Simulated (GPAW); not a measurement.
# Work function of Cl/Mo(110) at several levels

Wanted: work functions and dipole of Cl/Mo(110), with the cost of each level.

Program: GPAW 26.7.0. Level of theory: GPAW, PAW setups; slab in vacuum, relaxation, in the first sound run; inputs show where later runs differ. Results are calculated unless marked as measured.

### Step 1. The starting structure

The cell holds 5 atoms: 4 Mo and 1 Cl. Its edges and angles: a = 2.728 Å, b = 2.728 Å, c = 26.860 Å, α = 90.0°, β = 90.0°, γ = 70.5°. Vacuum lies along c.

### Step 2. Relaxing the atoms

The atoms are relaxed first, since the surface dipole, and with it the work function, follows the positions of the outer layers. The lowest 2 atoms are held at bulk positions and keep their forces.

run.py

```python
import json
import numpy as np
from ase import Atoms
from ase.constraints import FixAtoms
from ase.optimize import BFGS
from gpaw import GPAW, PW

slab = Atoms(
    ['Mo', 'Mo', 'Mo', 'Mo', 'Cl'],
    positions=[
        [0.00000, 0.00000, 9.00000],
        [2.22739, -0.00000, 11.22739],
        [0.00000, 0.00000, 13.45477],
        [2.22739, -0.00000, 15.68216],
        [0.00000, 0.00000, 17.86040]],
    cell=[[2.22739, -1.575, 0.0], [2.22739, 1.575, 0.0], [0.0, 0.0, 26.8604]],
    pbc=[True, True, False])

slab.calc = GPAW(mode=PW(400), xc='PBE', kpts={'size': (12, 12, 1), 'gamma': True},
                 occupations={'name': 'fermi-dirac', 'width': 0.1}, nbands='160%',
                 convergence={'density': 1e-05}, maxiter=200,
                 poissonsolver={'dipolelayer': 'xy'},
                 symmetry={'tolerance': 1e-3, 'extra_ids': [1, 1, 0, 0, 0]}, txt='slab.txt')
result = {}
slab.set_constraint(FixAtoms([0, 1]))
path = []
opt = BFGS(slab, maxstep=0.2)
opt.attach(lambda: path.append((slab.get_potential_energy(), slab.positions.tolist(), slab.get_forces().tolist())))
result['relaxed'] = bool(opt.run(fmax=0.03, steps=40))
result['path'] = path
energy = slab.get_potential_energy()
fermi = slab.calc.get_fermi_level()
v = slab.calc.get_electrostatic_potential().mean((0, 1)) - fermi
n = slab.calc.get_pseudo_density().mean((0, 1))
L = slab.cell[2, 2]
z = np.arange(len(v)) * L / len(v)
low, high = slab.positions[:, 2].min(), slab.positions[:, 2].max()
below, above = np.interp([low - 6.8, high + 6.8], z, v)
slopes = [np.interp(x, z, np.gradient(v, z)) for x in (low - 6.8, high + 6.8)]
eps = np.array([[slab.calc.get_eigenvalues(k, s) for k in range(len(slab.calc.get_ibz_k_points()))]
                for s in range(slab.calc.get_number_of_spins())]) - fermi
top, bottom = eps[eps < 0].max(), eps[eps > 0].min()
dipole = slab.get_dipole_moment()[2]
print(f'energy {energy:.4f} eV, Fermi level {fermi:.4f} eV, dipole {dipole:.5f} e A')
print(f'potential 6.8 A off the faces, from the Fermi level: lower {below:.4f} eV, upper {above:.4f} eV')
print(f'slope of the potential there: lower {slopes[0]:.5f}, upper {slopes[1]:.5f} eV/A')
print(f'nearest levels on the mesh: {top:.4f} and {bottom:.4f} eV')
print('magnetic moment', round(slab.get_magnetic_moment(), 3))
result.update(energy=energy, fermi=fermi, dipole=dipole, below=below, above=above, slopes=slopes, edges=[top, bottom],
              z=z.tolist(), v=v.tolist(), n=n.tolist(), positions=slab.positions.tolist(),
              forces=slab.get_forces(apply_constraint=False).tolist(), moments=slab.get_magnetic_moments().tolist())
json.dump(result, open('result.json', 'w'))
```

The run is started by

```
$ OMP_NUM_THREADS=1 OPENBLAS_NUM_THREADS=1 python run.py
```

The log of the run:

```text
Step          Energy          fmax
BFGS:    0      -44.932576        0.969015
BFGS:    1      -44.953702        0.922233
BFGS:    2      -44.925887        1.801315
BFGS:    3      -45.032701        0.504450
BFGS:    4      -45.045085        0.241439
BFGS:    5      -45.047092        0.209852
BFGS:    6      -45.047868        0.197719
BFGS:    7      -45.053025        0.283890
BFGS:    8      -45.053969        0.243128
BFGS:    9      -45.058648        0.065578
BFGS:   10      -45.059218        0.027422
energy -44.9946 eV, Fermi level 2.4816 eV, dipole -0.00606 e A
potential 6.8 A off the faces, from the Fermi level: lower 4.6044 eV, upper 4.7610 eV
slope of the potential there: lower -0.00012, upper 0.00003 eV/A
nearest levels on the mesh: -0.0083 and 0.0111 eV
magnetic moment 0.0
```

Wall time 29 min (1 thread of Intel Xeon Platinum 8488C (Sapphire Rapids), shared host); peak memory 0.32 GiB.

This run has no spin polarisation, although Mo can carry a moment.

The steps of the relaxation:

| step | energy less that of the first step (eV) | largest force (eV/Å) |
| --- | --- | --- |
| 1 | 0.0000 | 0.9690 |
| 2 | -0.0214 | 0.9222 |
| 3 | 0.0095 | 1.8013 |
| 4 | -0.1006 | 0.5045 |
| 5 | -0.1129 | 0.2414 |
| 6 | -0.1148 | 0.2099 |
| 7 | -0.1155 | 0.1977 |
| 8 | -0.1206 | 0.2839 |
| 9 | -0.1217 | 0.2431 |
| 10 | -0.1271 | 0.0656 |
| 11 | -0.1277 | 0.0274 |

The atoms that moved most (Å):

| atom | dx | dy | dz | length |
| --- | --- | --- | --- | --- |
| Cl5 | 0.000 | 0.000 | -0.209 | 0.209 |

The relaxed structure:

```xyz
5
Lattice="2.2274 -1.5750 0.0000 2.2274 1.5750 0.0000 0.0000 0.0000 26.8604" Properties=species:S:1:pos:R:3
Mo    0.0000    0.0000    9.0000
Mo    2.2274    0.0000   11.2274
Mo    0.0000    0.0000   13.4553
Mo    2.2274    0.0000   15.6839
Cl    0.0000    0.0000   17.6511
```

This step gave:

```
dipole along the normal                    : -0.006058 e·Å
levels nearest the Fermi level on the mesh : -0.008312, 0.01113 eV from the Fermi level
upper work function                        : 4.761 eV
lower work function                        : 4.604 eV
```

The electrostatic potential energy of an electron (without an applied field's), less the Fermi level, planar mean oscillates, so the rows of the table below give means over windows of 2.26 Å about each position, cut where the curve ends. Its maxima inside the range that stand out by 2 % of the span (Å: eV): 10.1: -2.05, 12.4: -2.23, 14.6: -2.23, 16.8: -3.08. Its minima: 9.0: -28.1, 11.2: -28.4, 13.4: -28.5, 15.7: -28.8, 17.6: -24.5.

The electrostatic potential energy of an electron (without an applied field's), less the Fermi level, planar mean by z; means over each step:

| z (Å) | electrostatic potential energy of an electron (without an applied field's), less the Fermi level, planar mean (eV) |
| --- | --- |
| 1.13 | 4.61 |
| 3.39 | 4.60 |
| 5.65 | 4.54 |
| 7.91 | -5.38 |
| 10.17 | -13.6 |
| 12.43 | -13.8 |
| 14.69 | -13.8 |
| 16.95 | -13.3 |
| 19.21 | 2.91 |
| 21.47 | 4.76 |
| 23.73 | 4.76 |
| 25.99 | 4.76 |

The pseudo valence density, planar mean oscillates, so the rows of the table below give means over windows of 2.15 Å about each position, cut where the curve ends. Its maxima inside the range that stand out by 2 % of the span (Å: e/Å³): 9.0: 1.99, 11.2: 1.96, 13.5: 1.92, 15.7: 2.02, 17.4: 0.691. Its minima: 10.1: 0.322, 12.2: 0.325, 14.6: 0.324, 16.5: 0.350.

Table of pseudo valence density, planar mean by z; means over each step:

| z (Å) | pseudo valence density, planar mean (e/Å³) |
| --- | --- |
| 3.22 | 5.2e-6 |
| 5.37 | 9.4e-4 |
| 7.52 | 0.171 |
| 9.67 | 0.896 |
| 11.82 | 0.900 |
| 13.97 | 0.906 |
| 16.12 | 0.929 |
| 18.27 | 0.371 |
| 20.42 | 0.00167 |
| 22.57 | 0 |

The relaxation lowered the energy of the cell by 0.128 eV (energies extrapolated to zero smearing; the optimiser's log prints free energies). The largest force left on a free atom is 0.027 eV/Å.

### Step 3. Plane waves, PBE

With the geometry fixed, the planar mean of the potential gives the vacuum level on each side.

This step: GPAW, PAW setups; slab in vacuum (GPAW 26.7.0).

Changes to run.py since step 2:

```diff
@@ -3,4 +3,2 @@
 from ase import Atoms
-from ase.constraints import FixAtoms
-from ase.optimize import BFGS
 from gpaw import GPAW, PW
@@ -12,5 +10,5 @@
         [2.22739, -0.00000, 11.22739],
-        [0.00000, 0.00000, 13.45477],
-        [2.22739, -0.00000, 15.68216],
-        [0.00000, 0.00000, 17.86040]],
+        [0.00000, 0.00000, 13.45533],
+        [2.22739, -0.00000, 15.68391],
+        [-0.00000, -0.00000, 17.65108]],
     cell=[[2.22739, -1.575, 0.0], [2.22739, 1.575, 0.0], [0.0, 0.0, 26.8604]],
@@ -22,10 +20,4 @@
                  poissonsolver={'dipolelayer': 'xy'},
-                 symmetry={'tolerance': 1e-3, 'extra_ids': [1, 1, 0, 0, 0]}, txt='slab.txt')
+                 symmetry={'tolerance': 1e-3}, txt='slab.txt')
 result = {}
-slab.set_constraint(FixAtoms([0, 1]))
-path = []
-opt = BFGS(slab, maxstep=0.2)
-opt.attach(lambda: path.append((slab.get_potential_energy(), slab.positions.tolist(), slab.get_forces().tolist())))
-result['relaxed'] = bool(opt.run(fmax=0.03, steps=40))
-result['path'] = path
 energy = slab.get_potential_energy()
```

The log of the run:

```text
energy -44.9946 eV, Fermi level 2.4815 eV, dipole -0.00607 e A
potential 6.8 A off the faces, from the Fermi level: lower 4.6044 eV, upper 4.7614 eV
slope of the potential there: lower -0.00013, upper 0.00003 eV/A
nearest levels on the mesh: -0.0083 and 0.0111 eV
magnetic moment 0.0
```

Run time: 2.8 min. Hardware: 1 thread; peak memory 0.32 GiB.

Numbers from this step:

```
dipole along the normal                    : -0.006072 e·Å
levels nearest the Fermi level on the mesh : -0.008271, 0.01113 eV from the Fermi level
```

Table of electrostatic potential energy of an electron (without an applied field's), less the Fermi level, planar mean by z:

| z (Å) | electrostatic potential energy of an electron (without an applied field's), less the Fermi level, planar mean (eV) |
| --- | --- |
| 0.0 | 4.68 |
| 0.5 | 4.60 |
| 1.0 | 4.60 |
| 1.5 | 4.60 |
| 2.0 | 4.60 |
| 2.5 | 4.60 |
| 3.0 | 4.60 |
| 3.5 | 4.60 |
| 4.0 | 4.60 |
| 4.5 | 4.60 |
| 5.0 | 4.60 |
| 5.5 | 4.59 |
| 6.0 | 4.55 |
| 6.5 | 4.43 |
| 7.0 | 4.04 |
| 7.5 | 2.79 |
| 8.0 | -1.19 |
| 8.5 | -13.5 |
| 9.0 | -27.9 |
| 9.5 | -13.7 |
| 10.0 | -2.43 |
| 10.5 | -6.73 |
| 11.0 | -24.3 |
| 11.5 | -22.9 |
| 12.0 | -5.79 |
| 12.5 | -3.03 |
| 13.0 | -15.6 |
| 13.5 | -28.2 |
| 14.0 | -12.3 |
| 14.5 | -2.32 |
| 15.0 | -7.99 |
| 15.5 | -25.8 |
| 16.0 | -21.8 |
| 16.5 | -5.97 |
| 17.0 | -4.48 |
| 17.5 | -21.6 |
| 18.0 | -12.3 |
| 18.5 | 1.34 |
| 19.0 | 4.15 |
| 19.5 | 4.65 |
| 20.0 | 4.74 |
| 20.5 | 4.76 |
| 21.0 | 4.76 |
| 21.5 | 4.76 |
| 22.0 | 4.76 |
| 22.5 | 4.76 |
| 23.0 | 4.76 |
| 23.5 | 4.76 |
| 24.0 | 4.76 |
| 24.5 | 4.76 |
| 25.0 | 4.76 |
| 25.5 | 4.76 |
| 26.0 | 4.76 |
| 26.5 | 4.75 |

The pseudo valence density, planar mean oscillates, so the rows of the table below give means over windows of 2.15 Å about each position, cut where the curve ends. Its maxima inside the range that stand out by 2 % of the span (Å: e/Å³): 9.0: 1.99, 11.2: 1.96, 13.5: 1.92, 15.7: 2.02, 17.4: 0.691. Its minima: 10.1: 0.322, 12.2: 0.325, 14.6: 0.324, 16.5: 0.350.

The pseudo valence density, planar mean by z; means over each step:

z (Å), pseudo valence density, planar mean (e/Å³) and a bar:
```
     3.22       0.00 
     5.37       0.00 
     7.52       0.17 ######
     9.67       0.90 #############################
    11.82       0.90 #############################
    13.97       0.91 #############################
    16.12       0.93 ##############################
    18.27       0.37 ############
    20.42       0.00 
    22.57       0.00
```

Force by atom:

| atom | x (eV/Å) | y (eV/Å) | z (eV/Å) | size |
| --- | --- | --- | --- | --- |
| Mo1 | 0.000 | 0.000 | 0.563 | 0.563 |
| Mo2 | 0.000 | 0.000 | -0.557 | 0.557 |
| Mo3 | 0.000 | 0.000 | 0.022 | 0.022 |
| Mo4 | 0.000 | 0.000 | -0.001 | 0.001 |
| Cl5 | 0.000 | 0.000 | -0.027 | 0.027 |

The potential is flat to 1.3e-4 eV/Å where it is read, so the vacuum is wide enough.

### Step 4. Self-consistent run: xc = "revPBE"

The same geometry under revPBE, to see how far the functional moves the levels against the vacuum.

Changes to run.py since step 3:

```diff
@@ -16,3 +16,3 @@
 
-slab.calc = GPAW(mode=PW(400), xc='PBE', kpts={'size': (12, 12, 1), 'gamma': True},
+slab.calc = GPAW(mode=PW(400), xc='revPBE', kpts={'size': (12, 12, 1), 'gamma': True},
                  occupations={'name': 'fermi-dirac', 'width': 0.1}, nbands='160%',
```

The log of the run:

```text
energy -42.9296 eV, Fermi level 2.5713 eV, dipole -0.00688 e A
potential 6.8 A off the faces, from the Fermi level: lower 4.4766 eV, upper 4.6544 eV
slope of the potential there: lower -0.00013, upper 0.00003 eV/A
nearest levels on the mesh: -0.0109 and 0.0111 eV
magnetic moment 0.0
```

Run time: 2.9 min. Hardware: 1 thread; peak memory 0.32 GiB.

This step gave:

| Item | Value |
| --- | --- |
| dipole along the normal | -0.006877 e·Å |
| levels nearest the Fermi level on the mesh | -0.01085, 0.01109 eV from the Fermi level |
| upper work function | 4.654 eV |
| lower work function | 4.477 eV |

Electrostatic potential energy of an electron (without an applied field's), less the Fermi level, planar mean against z:

z (Å), electrostatic potential energy of an electron (without an applied field's), less the Fermi level, planar mean (eV) and a bar from the least value:
```
      0.0        4.6 ##############################
      0.5        4.5 ##############################
      1.0        4.5 ##############################
      1.5        4.5 ##############################
      2.0        4.5 ##############################
      2.5        4.5 ##############################
      3.0        4.5 ##############################
      3.5        4.5 ##############################
      4.0        4.5 ##############################
      4.5        4.5 ##############################
      5.0        4.5 ##############################
      5.5        4.5 ##############################
      6.0        4.4 ##############################
      6.5        4.3 ##############################
      7.0        3.9 #############################
      7.5        2.7 ############################
      8.0       -1.3 #########################
      8.5      -13.6 #############
      9.0      -28.0 
      9.5      -13.7 #############
     10.0       -2.5 #######################
     10.5       -6.8 ####################
     11.0      -24.4 ####
     11.5      -22.9 #####
     12.0       -5.8 ####################
     12.5       -3.1 #######################
     13.0      -15.6 ###########
     13.5      -28.2 
     14.0      -12.3 ###############
     14.5       -2.4 ########################
     15.0       -8.0 ##################
     15.5      -25.8 ##
     16.0      -21.8 ######
     16.5       -6.0 ####################
     17.0       -4.5 ######################
     17.5      -21.7 ######
     18.0      -12.4 ##############
     18.5        1.3 ###########################
     19.0        4.1 #############################
     19.5        4.5 ##############################
     20.0        4.6 ##############################
     20.5        4.6 ##############################
     21.0        4.7 ##############################
     21.5        4.7 ##############################
     22.0        4.7 ##############################
     22.5        4.7 ##############################
     23.0        4.7 ##############################
     23.5        4.7 ##############################
     24.0        4.7 ##############################
     24.5        4.7 ##############################
     25.0        4.7 ##############################
     25.5        4.7 ##############################
     26.0        4.7 ##############################
     26.5        4.6 ##############################
```

The pseudo valence density, planar mean oscillates, so the rows of the table below give means over windows of 2.15 Å about each position, cut where the curve ends. Its maxima inside the range that stand out by 2 % of the span (Å: e/Å³): 9.0: 2.00, 11.2: 1.96, 13.5: 1.92, 15.7: 2.02, 17.4: 0.692. Its minima: 10.1: 0.321, 12.2: 0.325, 14.6: 0.324, 16.5: 0.349.

Pseudo valence density, planar mean against z; means over each step:

z (Å), pseudo valence density, planar mean (e/Å³) and a bar:
```
     3.22       0.00 
     5.37       0.00 
     7.52       0.17 ######
     9.67       0.90 #############################
    11.82       0.90 #############################
    13.97       0.91 #############################
    16.12       0.93 ##############################
    18.27       0.37 ############
    20.42       0.00 
    22.57       0.00
```

Force by atom:

| atom | x (eV/Å) | y (eV/Å) | z (eV/Å) | size |
| --- | --- | --- | --- | --- |
| Mo1 | 0.000 | 0.000 | 0.442 | 0.442 |
| Mo2 | 0.000 | 0.000 | -0.559 | 0.559 |
| Mo3 | 0.000 | 0.000 | 0.023 | 0.023 |
| Mo4 | 0.000 | 0.000 | 0.002 | 0.002 |
| Cl5 | 0.000 | 0.000 | 0.091 | 0.091 |

The upper face's work function is 4.654 eV, against 4.761 eV in the first plane-wave PBE run at this geometry.

### Step 5. OptPBE vdW: xc = "optPBE-vdW"

The same geometry under optPBE-vdW, to see how far the functional moves the levels against the vacuum (the van der Waals functionals take revPBE setups).

Changes to run.py since step 4:

```diff
@@ -16,3 +16,3 @@
 
-slab.calc = GPAW(mode=PW(400), xc='revPBE', kpts={'size': (12, 12, 1), 'gamma': True},
+slab.calc = GPAW(mode=PW(400), xc='optPBE-vdW', kpts={'size': (12, 12, 1), 'gamma': True},
                  occupations={'name': 'fermi-dirac', 'width': 0.1}, nbands='160%',
```

The log of the run:

```text
energy -104.3635 eV, Fermi level 2.3388 eV, dipole -0.00958 e A
potential 6.8 A off the faces, from the Fermi level: lower 4.7809 eV, upper 5.0284 eV
slope of the potential there: lower -0.00013, upper 0.00003 eV/A
nearest levels on the mesh: -0.0136 and 0.0101 eV
magnetic moment 0.0
```

Elapsed: 3 min, on 1 thread; peak memory 0.45 GiB.

This step gave:

| Item | Value |
| --- | --- |
| dipole along the normal | -0.009581 e·Å |
| levels nearest the Fermi level on the mesh | -0.01364, 0.01010 eV from the Fermi level |
| upper work function | 5.028 eV |
| lower work function | 4.781 eV |

Electrostatic potential energy of an electron (without an applied field's), less the Fermi level, planar mean against z:

| z (Å) | electrostatic potential energy of an electron (without an applied field's), less the Fermi level, planar mean (eV) |
| --- | --- |
| 0.0 | 4.90 |
| 0.5 | 4.78 |
| 1.0 | 4.78 |
| 1.5 | 4.78 |
| 2.0 | 4.78 |
| 2.5 | 4.78 |
| 3.0 | 4.78 |
| 3.5 | 4.78 |
| 4.0 | 4.78 |
| 4.5 | 4.78 |
| 5.0 | 4.77 |
| 5.5 | 4.76 |
| 6.0 | 4.71 |
| 6.5 | 4.57 |
| 7.0 | 4.15 |
| 7.5 | 2.85 |
| 8.0 | -1.16 |
| 8.5 | -13.5 |
| 9.0 | -27.8 |
| 9.5 | -13.6 |
| 10.0 | -2.49 |
| 10.5 | -6.75 |
| 11.0 | -24.3 |
| 11.5 | -22.8 |
| 12.0 | -5.81 |
| 12.5 | -3.08 |
| 13.0 | -15.5 |
| 13.5 | -28.1 |
| 14.0 | -12.2 |
| 14.5 | -2.38 |
| 15.0 | -8.00 |
| 15.5 | -25.7 |
| 16.0 | -21.7 |
| 16.5 | -5.98 |
| 17.0 | -4.45 |
| 17.5 | -21.5 |
| 18.0 | -12.2 |
| 18.5 | 1.50 |
| 19.0 | 4.37 |
| 19.5 | 4.89 |
| 20.0 | 5.00 |
| 20.5 | 5.02 |
| 21.0 | 5.03 |
| 21.5 | 5.03 |
| 22.0 | 5.03 |
| 22.5 | 5.03 |
| 23.0 | 5.03 |
| 23.5 | 5.03 |
| 24.0 | 5.03 |
| 24.5 | 5.03 |
| 25.0 | 5.03 |
| 25.5 | 5.03 |
| 26.0 | 5.03 |
| 26.5 | 5.02 |

The upper face's work function is 5.028 eV, against 4.761 eV in the first plane-wave PBE run at this geometry.

### Step 6. Self-consistent run: xc = "LDA"

The same geometry under LDA, to see how far the functional moves the levels against the vacuum.

Changes to run.py since step 5:

```diff
@@ -16,3 +16,3 @@
 
-slab.calc = GPAW(mode=PW(400), xc='optPBE-vdW', kpts={'size': (12, 12, 1), 'gamma': True},
+slab.calc = GPAW(mode=PW(400), xc='LDA', kpts={'size': (12, 12, 1), 'gamma': True},
                  occupations={'name': 'fermi-dirac', 'width': 0.1}, nbands='160%',
```

The log of the run:

```text
energy -50.4509 eV, Fermi level 2.2089 eV, dipole -0.00487 e A
potential 6.8 A off the faces, from the Fermi level: lower 4.9004 eV, upper 5.0264 eV
slope of the potential there: lower -0.00012, upper 0.00003 eV/A
nearest levels on the mesh: -0.0016 and 0.0070 eV
magnetic moment 0.0
```

Run time: 2.9 min. Hardware: 1 thread; peak memory 0.32 GiB.

This step gave:

```yaml
dipole_along_the_normal: -0.004866 e·Å
levels_nearest_the_fermi_level_on_the_mesh: -0.001594, 0.006957 eV from the Fermi level
upper_work_function: 5.026 eV
lower_work_function: 4.900 eV
```

The upper face's work function is 5.026 eV, against 4.761 eV in the first plane-wave PBE run at this geometry.

### Step 7. Self-consistent run: xc = "vdW-DF2"

The same geometry under vdW-DF2, to see how far the functional moves the levels against the vacuum (the van der Waals functionals take revPBE setups).

Changes to run.py since step 6:

```diff
@@ -16,3 +16,3 @@
 
-slab.calc = GPAW(mode=PW(400), xc='LDA', kpts={'size': (12, 12, 1), 'gamma': True},
+slab.calc = GPAW(mode=PW(400), xc='vdW-DF2', kpts={'size': (12, 12, 1), 'gamma': True},
                  occupations={'name': 'fermi-dirac', 'width': 0.1}, nbands='160%',
```

The log of the run:

```text
energy -400.9523 eV, Fermi level 2.3166 eV, dipole -0.01357 e A
potential 6.8 A off the faces, from the Fermi level: lower 4.8893 eV, upper 5.2397 eV
slope of the potential there: lower -0.00025, upper 0.00005 eV/A
nearest levels on the mesh: -0.0212 and 0.0128 eV
magnetic moment 0.0
```

The job ended after 3.2 min (1 thread; peak memory 0.45 GiB).

This step gave:

| Item | Value |
| --- | --- |
| dipole along the normal | -0.01357 e·Å |
| levels nearest the Fermi level on the mesh | -0.02116, 0.01283 eV from the Fermi level |
| upper work function | 5.240 eV |
| lower work function | 4.889 eV |

The upper face's work function is 5.240 eV, against 4.761 eV in the first plane-wave PBE run at this geometry.

(Continued in part 2 of 2.)

[Logs are printed without paths, hosts, clocks, repeated set-up lines and the standing remarks that a program may print on its own settings, such as how far it seeks lower states.]

[Hosts, paths, dates, database ids (printed as entryN), source tags and the programs' standing remarks are cut or masked in the printed files.]
